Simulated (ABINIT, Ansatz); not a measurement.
## Ta (Im-3m): zone-centre phonons

Aim: the zone-centre modes of Ta (Im-3m).

Calculated with ABINIT 10.8.3; DFT LDA, scalar-relativistic, plane waves, PseudoDojo norm-conserving pseudopotentials.

### 1. Starting point

It takes space group Im-3m (No. 229, cubic). Conventional cell: a = 3.245 Å, b = 3.245 Å, c = 3.245 Å, α = 90.00°, β = 90.00°, γ = 90.00°. Nearest to Ta lie 8 Ta at 2.81 Å.

### 2. Relaxation

The harmonic expansion starts where the forces on the atoms vanish, and stress shifts the frequencies, so cell and atoms are relaxed with tight thresholds.

The starting cell comes from a relaxation made beforehand in Ansatz (LDA, PseudoDojo NC).

Input file relax.abi:

```
# relaxation
ionmov 2
optcell 2
ecutsm 0.5
dilatmx 1.08
ntime 40
tolmxf 2.0d-06
tolvrs 1.0d-14
prtwf 0
prtden 0
chksymtnons 0

# basis, mesh and filling
ecut 25.0
ngkpt 14 14 14
nshiftk 1
shiftk 0.0 0.0 0.0
istwfk *1
occopt 7
tsmear 0.01
nband 12
nstep 100
diemac 1000000.0
prtebands 0
prtgsr 0
useylm 1

# cell and atoms
acell 3*1.0 Angstrom
rprim 
    -1.62244547 1.62244547 1.62244547
    1.62244547 -1.62244547 1.62244547
    1.62244547 1.62244547 -1.62244547
ntypat 1
znucl 73
natom 1
typat 1
xred 
    0.0 0.0 0.0
pp_dirpath "./pseudo"
pseudos "Ta.upf"
```

On the command line:

```
$ OMP_NUM_THREADS=1 mpirun -n 2 abinit relax.abi > relax.log
```

Numbers of over 12 decimals in the logs are rounded to 6 here.

relax.abo, the main output file:

```text
[banners, grids, parts of the stress and lines that vanish by symmetry left out]
- input  file    -> relax.abi
- output file    -> relax.abo
- root for input  files -> relaxi
[...]
Symmetries : space group Im -3 m (#229); Bravais cI (body-center cubic)
[...]
mpw =         903          nfft =       19683          nkpt =         104
[...]
== DATASET  1 ==================================================================
[...]
cutoff_energies: {ecut:  25.0, pawecutdg:  -1.0, }
[...]
ETOT  1  -65.148051523570    -6.515E+01 1.468E-01 1.259E+01
 ETOT  2  -65.164485702628    -1.643E-02 3.965E-02 8.632E-01
 ETOT  3  -65.164712702633    -2.270E-04 4.457E-03 5.234E-04
 ETOT  4  -65.164712946278    -2.436E-07 4.079E-03 2.350E-06
 ETOT  5  -65.164712946863    -5.848E-10 9.055E-04 1.970E-09
[...]
At SCF step    8       vres2   =  2.66E-16 < tolvrs=  1.00E-14 =>converged.
[...]
sigma(1 1)= -1.86131785E-05  sigma(3 2)=  0.00000000E+00
  sigma(2 2)= -1.86131785E-05  sigma(3 1)=  0.00000000E+00
  sigma(3 3)= -1.86131785E-05  sigma(2 1)=  0.00000000E+00
[...]
convergence: {deltae: -5.400E-13, res2:  2.664E-16, residm:  3.833E-04, diffor: null, }
etotal    :  -6.51647129E+01
[...]
ETOT  1  -65.164709890601    -6.516E+01 3.362E-04 2.283E-02
[...]
At SCF step    7       vres2   =  4.70E-17 < tolvrs=  1.00E-14 =>converged.
[...]
sigma(1 1)= -5.99819844E-06  sigma(3 2)=  0.00000000E+00
  sigma(2 2)= -5.99819844E-06  sigma(3 1)=  0.00000000E+00
  sigma(3 3)= -5.99819844E-06  sigma(2 1)=  0.00000000E+00
[...]
convergence: {deltae:  1.421E-13, res2:  4.702E-17, residm:  2.248E-04, diffor: null, }
etotal    :  -6.51647153E+01
[...]
ETOT  1  -65.164714364443    -6.516E+01 1.745E-04 5.191E-03
[...]
At SCF step    6       vres2   =  5.14E-15 < tolvrs=  1.00E-14 =>converged.
[...]
sigma(1 1)=  2.65985956E-08  sigma(3 2)=  0.00000000E+00
  sigma(2 2)=  2.65985956E-08  sigma(3 1)=  0.00000000E+00
  sigma(3 3)=  2.65985955E-08  sigma(2 1)=  0.00000000E+00
[...]
convergence: {deltae:  4.121E-13, res2:  5.144E-15, residm:  6.470E-05, diffor: null, }
etotal    :  -6.51647156E+01
[...]
ETOT  1  -65.164715601790    -6.516E+01 4.389E-05 1.014E-07
[...]
ETOT  4  -65.164715601814     2.416E-13 1.946E-05 3.481E-14
 ETOT  5  -65.164715601813     6.395E-13 1.077E-05 9.667E-17
 At SCF step    5       vres2   =  9.67E-17 < tolvrs=  1.00E-14 =>converged.
[...]
sigma(1 1)= -6.54011602E-11  sigma(3 2)=  0.00000000E+00
  sigma(2 2)= -6.54011775E-11  sigma(3 1)=  0.00000000E+00
  sigma(3 3)= -6.54011637E-11  sigma(2 1)=  0.00000000E+00
[...]
convergence: {deltae:  6.395E-13, res2:  9.667E-17, residm:  1.077E-05, diffor: null, }
etotal    :  -6.51647156E+01
[...]
At Broyd/MD step   4, gradients are converged :
[...]
sigma(1 1)= -6.54011602E-11  sigma(3 2)=  0.00000000E+00
  sigma(2 2)= -6.54011775E-11  sigma(3 1)=  0.00000000E+00
  sigma(3 3)= -6.54011637E-11  sigma(2 1)=  0.00000000E+00
[...]
- sigma(1 1)= -1.92416856E-06  sigma(3 2)=  0.00000000E+00
- sigma(2 2)= -1.92416907E-06  sigma(3 1)=  0.00000000E+00
- sigma(3 3)= -1.92416867E-06  sigma(2 1)=  0.00000000E+00
[...]
fcart     -0.0000000000E+00 -0.0000000000E+00 -0.0000000000E+00
           strten     -6.5401160182E-11 -6.5401177529E-11 -6.5401163651E-11
================================================================================

[key lines of the parts left out:]
pressure_GPa:   1.9242E-06
Total energy (etotal) [Ha]= -6.51647156018133E+01
```

It took 2.1 min on 2 MPI ranks of Intel Xeon Platinum 8488C (Sapphire Rapids), shared host.

Little changed from the start: no atom moved by 0.005 Å and no cell edge by 0.1 %.

Numbers from this step:

- volume per atom: 17.13 Å³
- pressure: 1.92e-6 GPa
- gap on the k-mesh: 0 eV

The volume changes by +0.2 % from the cell with which this run began.

### 3. Self-consistent run for the response

The response is built on these wavefunctions, so the potential is converged far more tightly than an energy would need. Occupations are smeared.

Input file gs.abi:

```
# ground state
tolvrs 1.0d-16
prtden 1
prtwf 1

# basis, mesh and filling
ecut 25.0
ngkpt 16 16 16
nshiftk 1
shiftk 0.0 0.0 0.0
istwfk *1
occopt 7
tsmear 0.01
nband 12
nstep 100
diemac 1000000.0
prtebands 0
prtgsr 0
useylm 1

# cell and atoms
acell 3*1.0 Angstrom
rprim 
    -1.623781366 1.623781366 1.623781366
    1.623781366 -1.623781366 1.623781366
    1.623781366 1.623781366 -1.623781366
ntypat 1
znucl 73
natom 1
typat 1
xred 
    0.0 0.0 0.0
pp_dirpath "./pseudo"
pseudos "Ta.upf"
```

On the command line:

```
$ OMP_NUM_THREADS=1 mpirun -n 2 abinit gs.abi > gs.log
```

gs.abo, the main output file:

```text
[banners, grids, parts of the stress and lines that vanish by symmetry left out]
- input  file    -> gs.abi
- output file    -> gs.abo
- root for input  files -> gsi
[...]
Symmetries : space group Im -3 m (#229); Bravais cI (body-center cubic)
[...]
mpw =         706          nfft =       13824          nkpt =         145
[...]
== DATASET  1 ==================================================================
[...]
cutoff_energies: {ecut:  25.0, pawecutdg:  -1.0, }
[...]
ETOT  1  -65.148535482197    -6.515E+01 1.874E-01 8.835E+00
 ETOT  2  -65.164404130146    -1.587E-02 5.728E-02 6.158E-01
 ETOT  3  -65.164635120999    -2.310E-04 2.298E-03 3.674E-04
 ETOT  4  -65.164635317937    -1.969E-07 3.756E-03 1.395E-06
 ETOT  5  -65.164635318411    -4.735E-10 6.390E-04 1.367E-09
 ETOT  6  -65.164635318411    -5.400E-13 1.025E-03 3.777E-11
 ETOT  7  -65.164635318411     1.421E-13 2.011E-04 6.287E-14
 ETOT  8  -65.164635318410     7.532E-13 2.882E-04 3.834E-17
 At SCF step    8       vres2   =  3.83E-17 < tolvrs=  1.00E-16 =>converged.
[...]
sigma(1 1)=  2.47307445E-05  sigma(3 2)=  0.00000000E+00
  sigma(2 2)=  2.47307445E-05  sigma(3 1)=  0.00000000E+00
  sigma(3 3)=  2.47307445E-05  sigma(2 1)=  0.00000000E+00
[...]
convergence: {deltae:  7.532E-13, res2:  3.834E-17, residm:  2.882E-04, diffor: null, }
etotal    :  -6.51646353E+01
[...]
sigma(1 1)=  2.47307445E-05  sigma(3 2)=  0.00000000E+00
  sigma(2 2)=  2.47307445E-05  sigma(3 1)=  0.00000000E+00
  sigma(3 3)=  2.47307445E-05  sigma(2 1)=  0.00000000E+00
[...]
- sigma(1 1)=  7.27603624E-01  sigma(3 2)=  0.00000000E+00
- sigma(2 2)=  7.27603624E-01  sigma(3 1)=  0.00000000E+00
- sigma(3 3)=  7.27603624E-01  sigma(2 1)=  0.00000000E+00
[...]
fcart     -0.0000000000E+00 -0.0000000000E+00 -0.0000000000E+00
           strten      2.4730744500E-05  2.4730744500E-05  2.4730744500E-05
================================================================================

[key lines of the parts left out:]
pressure_GPa:  -7.2760E-01
```

The job ended after 29 s (2 MPI ranks).

Numbers from this step:

```yaml
pressure: -0.7276 GPa
```

The cell stands at -0.73 GPa: the relaxation ran with a smoothed cutoff and on another k mesh.

[end of part 1 of 2]

[Host names and launcher messages were left out of these logs when they were recorded.]

[Logs are printed without paths, hosts, clocks, repeated set-up lines and the standing remarks that a program may print on its own settings, such as how far it seeks lower states.]

[Hosts, paths, dates, database ids (printed as entryN), source tags and the programs' standing remarks are cut or masked in the printed files.]
